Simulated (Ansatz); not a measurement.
# ScAl (Pm-3m): from the cell to its phonons, part 2 of 2

Wanted: phonon frequencies of ScAl (Pm-3m) and what follows from them.

Ansatz 0.2.0; DFT PBEsol, scalar-relativistic, plane waves, PAW; PAW set soft_1.

So far. Step 3 (Tight relaxation): The forces vanish by symmetry and the pressure is -0.006 GPa, within the tolerances set. The cell now holds 18.70 Å³/atom. The relaxed cell has a = 3.344 Å (conventional setting).

### Step 4. Zone-centre response

The zone centre comes first: it holds the modes that light can see, as far as symmetry allows. No field response is asked, since the mesh shows no gap.

input.yaml reads:

```yaml
crystal:
  lattice:
    - [3.3444484184, 0.0, 0.0]
    - [0.0, 3.3444484184, 0.0]
    - [0.0, 0.0, 3.3444484184]
  atoms:
    - { symbol: Sc, position: [0.5, 0.5, 0.5] }
    - { symbol: Al, position: [0.0, 0.0, 0.0] }
kpoints:
  mp_grid: { grid: [12, 12, 12] }
hamiltonian:
  xc: pbesol
  pseudopotentials: { kind: paw, azcp: { folder: soft_1 }, xc_functional: pbe }
scf:
  occupations: { method: methfessel_paxton, width: 0.2 }
output:
  eigenvalues: true
phonons:
  method: dfpt
```

Run with:

```bash
$ ansatz run input.yaml --threads 4 --pin off --max-ram 10240MiB --backend cpu --events-out ev --progress --plain --runs-dir out
```

Numbers of over 12 decimals in the logs are rounded to 6 here.

The log of the run:

```text
[...]
Crystal: 2 atoms, lattice volume = 37.409 Å³
Basis set: ecut = 420 eV, 739 PW (Γ), exchange–correlation on 48×48×48 points (8 copies of the dense FFT grid, shifted against one another)
Bands: 11, of which v1, the nominal top of the filled ones, is band 7 counted from 1 (6 counted from 0)
Symmetry: 48 space group operations
k-points: 196 of 1728 (irreducible under 8 space group operations, time reversal used)
[...]
SCF iter   1: F=—  HF=-2636.965053 eV  |F-HF|=—  |Δ(HF+E_count)|=         —  Δρ=2.39e-2  dr2=2.42e-1  ethr=3.10e-3  ⟨swp⟩=5.0  Hψ=11308  notcnv=0
[...]
SCF iter   8: F=-2636.852402 eV  HF=-2636.852402 eV  |F-HF|=1.36e-12  |Δ(HF+E_count)|=  3.62e-10  S|Δr|=    0.00e0  Δρ=8.88e-8  dr2=1.33e-12  ethr=1.00e-12  ⟨swp⟩=3.1  Hψ=9099  notcnv=0
the search or the solves at the SCF's close seem to have found levels that the self-consistency loop had missed (the run counts 2). By its estimate they hold under 1e-12 electrons; where the run keeps them, the occupations were computed again with them
SCF 1 converged in 8 iterations: F = -2636.852402 eV  dr2 = 1.33e-12
[...]
DFPT response loops at Γ: preconditioner auto → Kerker (q_TF=auto, 2.316 Å⁻¹) (partly filled bands, converged f_vac=0.000); β = 1.00, the filter's whole step (`scf.mixing.beta` (0.50) is not read by the response loops under this deck's `scf.mixing.preconditioner`; to damp them name `kerker` or `kerker_dos`, under which they read `scf.mixing.beta`, and type it under 1.00, their step now; both keys bind the ground state too); Broyden in place of MSR1
SCF converged after 8 iterations
[...]
Free energy (F): -2636.852402 eV
[...]
Internal energy: -2636.853201 eV  (E = F + TS)
E sigma→0 (E₀):  -2636.852602 eV
Entropy (-TS):   0.000799 eV (0.400 meV/atom)
Fermi energy:    9.699616 eV
[...]
--- Band table (eV; the first three rows and the last of 196) ---
  k-point 0: bands = [... 3 lower, -18.1278, 1.1720, 8.9992, 8.9992, 12.4888, 12.4888, 12.4888, 13.5302]
  k-point 1: bands = [... 3 lower, -18.1266, 1.2733, 8.9020, 9.0511, 12.1542, 12.1542, 12.5042, 13.2476]
  k-point 2: bands = [... 3 lower, -18.1234, 1.5728, 8.5230, 9.1996, 11.6286, 11.6286, 12.5469, 12.8386]
  k-point 195: bands = [... 3 lower, -18.2706, 7.1097, 7.1097, 7.1097, 9.3583, 12.6677, 12.6677, 12.6677]
--- Phonons (Γ-DFPT): 2 representative perturbations + reference, on 196 of 1728 k-points (Σ response iterations 6) ---
  k mesh reduced under 8 symmetry operations, with k and −k counted as one. Each operation leaves every solved perturbation unchanged. A smaller set is not used because it would not reduce the number of displacements times k-points to solve
  ASR residual: 1.711e-5 → 0.000e0 eV/Å²; symmetrization residual: 2.087e-6 eV/Å²
  ASR residual per site (eV/Å²): 1.71e-5 1.66e-5
  Γ frequencies (cm⁻¹): 0.00 0.00 0.00 290.50 290.50 290.50
  non-analytic LO–TO correction: not included (Born effective charges unavailable; polar crystals: no LO–TO splitting at Γ)
```

It took 5.3 s on 4 threads of Arm Neoverse V2, shared host; peak memory 0.54 GiB; 19 s of CPU time.

This step gave:

```
sum-rule residual before enforcement                    : 1.71e-5 eV/Å²
point group                                             : m-3m
highest optical mode at the zone centre (no LO-TO term) : 290.5 cm⁻¹
lowest optical zone-centre mode                         : 290.5 cm⁻¹
```

Patterns of degenerate modes are one choice out of their space. The modes at Γ (shares of kinetic energy by element, %):

```csv
mode,frequency (cm⁻¹),symmetry,Sc %,Al %
1,0.0,acoustic,62,38
2,0.0,acoustic,62,38
3,0.0,acoustic,62,38
4,290.5,T1u,38,62
5,290.5,T1u,38,62
6,290.5,T1u,38,62
```

Displacements in mode 6 (290.5 cm⁻¹), the largest set to 1:
```
Sc1  0.00  0.01 -0.60
Al2  0.00 -0.02  1.00
```

Before it was imposed, the acoustic sum rule was missed by 1.7e-5 eV/Å². Small misses are needed for a sound result but don't prove that mesh and cutoff are converged. The lowest optical mode is real, 290 cm⁻¹.

### Step 5. Response at finite wavevector

Stability and thermal properties need the whole zone. Linear response on a 4×4×4 q mesh gives force constants as far as a supercell of that size would.

Edit input.yaml of step 4 so:

```diff
@@ -19 +19,8 @@
   method: dfpt
+  qmesh: [4, 4, 4]
+  temperatures: { t_max: 1000, t_step: 50 }
+  qpath:
+    path:
+      - [[0.0, 0.0, 0.0], [0.0, 0.5, 0.0], [0.5, 0.5, 0.0], [0.0, 0.0, 0.0], [0.5, 0.5, 0.5], [0.0, 0.5, 0.0]]
+      - [[0.5, 0.5, 0.5], [0.5, 0.5, 0.0]]
+    npoints: 10
```

The log of the run:

```text
[...]
Crystal: 2 atoms, lattice volume = 37.409 Å³
Basis set: ecut = 420 eV, 739 PW (Γ), exchange–correlation on 48×48×48 points (8 copies of the dense FFT grid, shifted against one another)
Bands: 11, of which v1, the nominal top of the filled ones, is band 7 counted from 1 (6 counted from 0)
Symmetry: 48 space group operations
k-points: 84 of 1728
[...]
SCF iter   1: F=—  HF=-2636.965036 eV  |F-HF|=—  |Δ(HF+E_count)|=         —  Δρ=2.39e-2  dr2=2.42e-1  ethr=3.10e-3  ⟨swp⟩=5.0  Hψ=4838  notcnv=0
[...]
SCF iter   8: F=-2636.852402 eV  HF=-2636.852402 eV  |F-HF|=4.55e-13  |Δ(HF+E_count)|=  3.71e-10  S|Δr|=    0.00e0  Δρ=8.81e-8  dr2=1.29e-12  ethr=1.00e-12  ⟨swp⟩=3.1  Hψ=3900  notcnv=0
[...]
SCF 1 converged in 8 iterations: F = -2636.852402 eV  dr2 = 1.29e-12
[...]
SCF iter   1: F=—  HF=-2636.852402 eV  |F-HF|=—  |Δ(HF+E_count)|=         —  Δρ=7.51e-8  dr2=9.53e-13  ethr=1.69e-9  ⟨swp⟩=3.1  Hψ=8016  notcnv=0
eigensolver tolerance schedule: the retry pair's looser diagonalisation over-reported the residual by 247880.53 of it (diagonalisation noise at 0.16 of the residual, at the tolerance the schedule requests for it); recorded, not acted on — ethr = c·dr2/N_el stays at c = 1.0e-1
[...]
SCF iter   2: F=-2636.852402 eV  HF=-2636.852402 eV  |F-HF|=4.55e-13  |Δ(HF+E_count)|=   2.20e-8  S|Δr|=    0.00e0  Δρ=6.09e-8  dr2=8.54e-13  ethr=1.00e-12  ⟨swp⟩=3.6  Hψ=2727  notcnv=0
SCF 2 converged in 2 iterations: F = -2636.852402 eV  dr2 = 8.54e-13
phonons: the bands overlap, so this run is a metal and interpolates without the dipole-dipole term. If the crystal is really an insulator or semiconductor, its LO-TO splitting is missing
NSCF: frozen V_eff on 84 k-points
[...]
DFPT response loops at q = (0, 0, 0) (fractional): preconditioner auto → Kerker (q_TF=auto, 2.316 Å⁻¹) (partly filled bands, converged f_vac=0.000); β = 1.00, the filter's whole step (`scf.mixing.beta` (0.50) is not read by the response loops under this deck's `scf.mixing.preconditioner`; to damp them name `kerker` or `kerker_dos`, under which they read `scf.mixing.beta`, and type it under 1.00, their step now; both keys bind the ground state too); Broyden in place of MSR1
[...]
SCF converged after 8 iterations
[...]
Free energy (F): -2636.852402 eV
[...]
Internal energy: -2636.853201 eV  (E = F + TS)
E sigma→0 (E₀):  -2636.852602 eV
Entropy (-TS):   0.000799 eV (0.400 meV/atom)
Fermi energy:    9.699616 eV
[...]
--- Band table (eV; the first three rows and the last of 84) ---
  k-point 0: bands = [... 3 lower, -18.1278, 1.1720, 8.9992, 8.9992, 12.4888, 12.4888, 12.4888, 13.5302]
  k-point 1: bands = [... 3 lower, -18.1266, 1.2733, 8.9020, 9.0511, 12.1542, 12.1542, 12.5042, 13.2476]
  k-point 2: bands = [... 3 lower, -18.1234, 1.5728, 8.5230, 9.1996, 11.6286, 11.6286, 12.5469, 12.8386]
  k-point 83: bands = [... 3 lower, -18.2706, 7.1097, 7.1097, 7.1097, 9.3583, 12.6677, 12.6677, 12.6677]
--- Phonons (Γ-DFPT): 2 representative perturbations + reference (Σ response iterations 6) ---
  ASR residual: 1.626e-5 → 0.000e0 eV/Å²; symmetrization residual: 2.402e-6 eV/Å²
  ASR residual per site (eV/Å²): 1.48e-5 1.63e-5
  Γ frequencies (cm⁻¹): 0.00 0.00 0.00 290.50 290.50 290.50
--- Phonons (arbitrary-q DFPT): 10 irreducible q on the 4×4×4 mesh ---
  q = [0.0000, 0.0000, 0.0000] (star 1, of the zone-centre solve; hermiticity 9.18e-7, symmetrization 1.45e-12): 0.00 0.00 0.00 290.50 290.50 290.50
  q = [0.0000, 0.0000, 0.2500] (star 6, 4 solved perturbations in 1848 linear systems a pass and spin channel, the states on 588 of 1728 k-point pairs; hermiticity 5.76e-7, symmetrization 1.25e-12): 127.94 127.94 132.09 275.13 275.13 286.45
[...]
q = [0.0000, 0.2500, -0.5000] (star 12, 6 solved perturbations on 588 of 1728 k-point pairs; hermiticity 2.87e-7, symmetrization 1.04e-10): 109.34 149.79 177.24 255.37 310.94 317.16
[...]
sum rule: each row above includes the acoustic sum rule's correction from the zone centre's row sums; it moved no ω² by more than (0.40 cm⁻¹)²
  mesh force constants: q→R imaginary residual 3.75e-18; ASR residual 1.626e-5 → 0.000e0 eV/Å²; symmetrization residual 2.665e-15 eV/Å²
  interpolated dispersion: 62 rows × 6 modes
  density of states and harmonic sums: on the 20×20×20 q-mesh, interpolated from the force constants of a 4×4×4 supercell (no non-analytic term)
  largest difference from the sums on the solved wave vectors: F 9.14e-3 eV, S 1.31e-5 and C_V 4.01e-6 eV/K
  zero-point energy: 0.081521 eV/cell   skipped modes (ω ≤ 0): 3   left out of the sums: 6.25e-5 of the cell's modes: C_V's classical limit lies that fraction below 3 k_B per atom; for a crystal, a wire or a layer, F and S can be off by more, and a phonons.interpolated_qmesh denser along its periods is the remedy for the sampling
```

The job ended after 2.4 min (4 threads; peak memory 1.2 GiB; 9.3 min of CPU time).

This step gave:

```
sum-rule residual before enforcement                    : 1.63e-5 eV/Å²
lowest frequency on the path                            : 0 cm⁻¹
highest frequency on the path or at a solved wavevector : 347.8 cm⁻¹
mean frequency                                          : 219.2 cm⁻¹
Debye temperature (second moment)                       : 434 K
logarithmic mean frequency                              : 200.6 cm⁻¹
lowest mode on the q mesh (acoustic modes at Γ apart)   : 54.23 cm⁻¹
zero-point energy per atom                              : 40.76 meV
heat capacity at 300 K                                  : 22.54 J/(mol atoms K)
vibrational entropy at 300 K                            : 27.16 J/(mol atoms K)
```

Frequencies (cm⁻¹) solved at each irreducible wavevector; negative means imaginary. Frequencies by wavevector, by row:

```csv
q in reciprocal lattice units,star,mode 1,mode 2,mode 3,mode 4,mode 5,mode 6
0 0 0,1,0,0,0,290.5,290.5,290.5
0 0 0.25,6,127.9,127.9,132.1,275.1,275.1,286.4
0 0 -0.5,3,182.7,182.7,242.3,245.9,247.1,247.1
0 0.25 0.25,12,54.2,157.2,206.2,252.2,264.5,318.1
0 0.25 -0.5,12,109.3,149.8,177.2,255.4,310.9,317.2
0 -0.5 -0.5,3,59.1,59.1,169.7,264.9,347.8,347.8
0.25 0.25 0.25,8,135.8,135.8,171.2,294,297.8,297.8
0.25 0.25 -0.5,12,104,157.3,211.1,250.7,315.3,327.5
0.25 -0.5 -0.5,6,142.6,142.6,211.9,272.6,326.6,326.6
-0.5 -0.5 -0.5,1,233.3,233.3,233.3,280,280,280
```

Interpolated from a 4×4×4 q mesh. The phonon branches at the labelled points (cm⁻¹):

```csv
point,branch 1,branch 2,branch 3,branch 4,branch 5,branch 6
Γ,0,0,0,290,290,290
halfway,128,128,132,275,275,286
X,183,183,242,246,247,247
halfway,109,150,177,255,311,317
M,59,59,170,265,348,348
halfway,54,157,206,252,264,318
Γ,0,0,0,290,290,290
halfway,136,136,171,294,298,298
R,233,233,233,280,280,280
halfway,104,157,211,251,315,328
X,183,183,242,246,247,247
jump to R,233,233,233,280,280,280
halfway,143,143,212,273,327,327
M,59,59,170,265,348,348
```

The phonon branches as a text plot (rows in cm⁻¹):

```
    341 |            ******                                   ***
    326 |           *    * **              *      ****       *
    312 |          *      *  **          ** *    ******    **
    297 |**       **           ************* *  **    **
    283 | *****   *        **  *** *        *****         **
    268 |   ***  *    ****   ***    *  *         **    **   *****
    254 |      *******    *****      **            ***  **
    239 |       *                             ***     ** **
    225 |      * *                           *  ****    * ***
    210 |                    *              **      **       *
    196 |         *           *        *         *    **   *  *
    181 |     *******      **        **    **     *   * **     *
    167 |     *    * ********           *          * *  *   *   *
    152 |    *            *  * *         ***      * *
    138 |   *     *           *     *   *              *     *
    123 |   *      **                              *
    109 |            *   *     **      *            * *
     94 |           *                **              *        *
     80 |  *         ** *       *                              *
     65 |             *******      **                           *
     51 | *                  **  *
     36 |                      * * *
     22 |*                      **
      7 |                         *
         Γ      X      M          Γ            R        X|R     M
```

Tetrahedra on a 20×20×20 mesh, mean over bins of 5 cm-1. Interpolated from a 4×4×4 q mesh. Phonon density of states against wavenumber; read off at these points:

```csv
wavenumber (cm⁻¹),phonon density of states (1/cm⁻¹/cell)
2,0
12,3.0e-5
28,3.2e-4
38,0.00106
52,0.00251
62,0.00693
72,0.0107
88,0.0143
98,0.0197
102,0.0221
108,0.0171
122,0.0142
132,0.0151
148,0.0194
158,0.0266
168,0.0195
182,0.0325
192,0.0257
202,0.0219
218,0.00652
228,0.00343
242,0
252,0.0369
262,0.0512
278,0.0263
288,0.0210
298,0.0228
312,0.0367
322,0.0400
338,0.0154
348,0.00179
```

The partial phonon density of states has structure finer than the step of the table below, so its rows give means over 10 cm⁻¹, whole bins alone (the curve runs from -10 to 368 cm⁻¹). Peaks (cm⁻¹: height): Al 99.3: 0.0104, 260.8: 0.0476, 320.2: 0.023; Sc 99.3: 0.0142, 161.0: 0.0188, 177.6: 0.0283, 199.0: 0.0209, 320.2: 0.0178.

Phonopy on the run's constants, 17x17x17 mesh, Gaussian sigma 2.7 cm-1. Interpolated from a 4×4×4 q mesh. Partial phonon density of states against wavenumber; means over each step; values in 1/cm⁻¹/cell:

```csv
wavenumber (cm⁻¹),Al,Sc
0,2.2e-5,3.5e-5
10,1.9e-5,3.3e-5
20,7.6e-5,1.2e-4
30,2.1e-4,3.4e-4
40,6.2e-4,9.7e-4
50,9.2e-4,0.00132
60,0.00254,0.00317
70,0.00471,0.00574
80,0.00568,0.00695
90,0.00613,0.00761
100,0.00911,0.0124
110,0.00675,0.00909
120,0.00568,0.00836
130,0.00629,0.00950
140,0.00623,0.00989
150,0.00739,0.0135
160,0.00863,0.0169
170,0.00423,0.0163
180,0.00573,0.0265
190,0.00472,0.0208
200,0.00320,0.0185
210,0.00190,0.0122
220,7.3e-4,0.00539
230,2.7e-4,0.00248
240,0.00279,1.6e-4
250,0.0266,0.00181
260,0.0422,0.00545
270,0.0265,0.00691
280,0.0164,0.00747
290,0.0132,0.00792
300,0.0150,0.0101
310,0.0195,0.0143
320,0.0221,0.0170
330,0.0165,0.0137
340,0.00662,0.00620
350,9.9e-4,9.7e-4
360,1.2e-6,1.2e-6
```

Second derivatives of the energy by pair, one row for each kind of neighbour of each atom listed. Each entry sums the pair over the periodic images of the supercell that the q mesh stands for, and in a polar crystal it holds the long-range dipole part too. Force constants by pair, by row:

```csv
atom,neighbour,distance (Å),third of the trace (eV/Å²),along the pair's line (eV/Å²)
Sc1,itself,0,7.675,–
Sc1,Al,2.896,-0.648,-2.516
Sc1,Sc,3.344,-0.3319,-1.107
Sc1,Sc,4.73,-0.0345,-0.0109
Sc1,Al,5.546,-0.0032,0.0355
Sc1,Sc,5.793,0.008,0.0561
Sc1,Sc,6.689,-0.0271,-0.0124
Sc1,Al,7.289,2.00e-4,0.0036
Sc1,Sc,7.478,0.0075,0.0429
Al2,itself,0,6.244,–
Al2,Sc,2.896,-0.648,-2.516
Al2,Al,3.344,-0.174,-0.0782
Al2,Al,4.73,0.0188,-0.0662
Al2,Sc,5.546,-0.0032,0.0355
Al2,Al,5.793,-0.0183,0.0114
Al2,Al,6.689,0.0098,-0.0206
Al2,Sc,7.289,2.00e-4,0.0036
Al2,Al,7.478,-0.0079,-0.0041
```

Harmonic thermodynamic functions per atom, from the density of states. Interpolated from a 4×4×4 q mesh. Thermodynamic functions, by row:

```csv
T (K),F_vib (meV/atom),S (J/mol-atom/K),C_V (J/mol-atom/K)
0,40.76,0,0
50,40.52,1.704,4.139
100,38.32,7.102,12.11
200,24.87,18.48,20.04
300,1,27.16,22.54
400,-30.73,33.8,23.54
500,-68.61,39.11,24.03
600,-111.5,43.52,24.3
700,-158.6,47.28,24.47
800,-209.3,50.55,24.58
900,-263.3,53.45,24.65
1000,-320,56.06,24.71
```

Harmonic mean-square displacement, third of the trace. Interpolated from a 4×4×4 q mesh. Mean square displacements, by row:

```csv
T (K),Sc1 U_eq (Å²),Al2 U_eq (Å²)
0,0.00229,0.0032
100,0.00335,0.00444
300,0.00798,0.01003
600,0.01552,0.01932
```

Symmetry leaves 10 wavevectors to solve. The lowest mode among them, the acoustic zeros apart, lies at q = (0, 0.25, 0.25) and is real, 54.2 cm⁻¹.

### Step 6. Summary of results

```yaml
space_group_after_relaxation_within_0p01_a: Pm-3m
volume_per_atom: 18.7 Å³
electronic_character: no gap on this mesh
highest_optical_mode_at_the_zone_centre_no_lo_to_term: 290 cm⁻¹
lowest_optical_zone_centre_mode: 290 cm⁻¹
lowest_mode_on_the_q_mesh_acoustic_modes_at_gamma_apart: 54.2 cm⁻¹
highest_frequency_on_the_path_or_at_a_solved_wavevector: 348 cm⁻¹
zero_point_energy_per_atom: 40.8 meV
heat_capacity_at_300_k: 22.5 J/(mol atoms K)
vibrational_entropy_at_300_k: 27.2 J/(mol atoms K)
debye_temperature_second_moment: 434 K
imaginary_modes_on_the_4x4x4_q_mesh: none
```

In words: The structure is a minimum as far as tested: no mode is imaginary at the 10 irreducible wavevectors of the 4×4×4 mesh, and the softest away from the acoustic zeros lies at 54 cm⁻¹. The optical modes at Γ form one degenerate level at 290 cm⁻¹. With no gap, or one that is small against the smearing, the frequencies hang on the k mesh and the smearing, most of all near Kohn anomalies. The PAW files were made for PBE and serve the other functionals too. These are harmonic frequencies at zero temperature: anharmonic shifts, linewidths and thermal expansion are left out.

[Logs are printed without paths, hosts, clocks, repeated set-up lines and the standing remarks that a program may print on its own settings, such as how far it seeks lower states.]

[Hosts, paths, dates, database ids (printed as entryN), source tags and the programs' standing remarks are cut or masked in the printed files.]
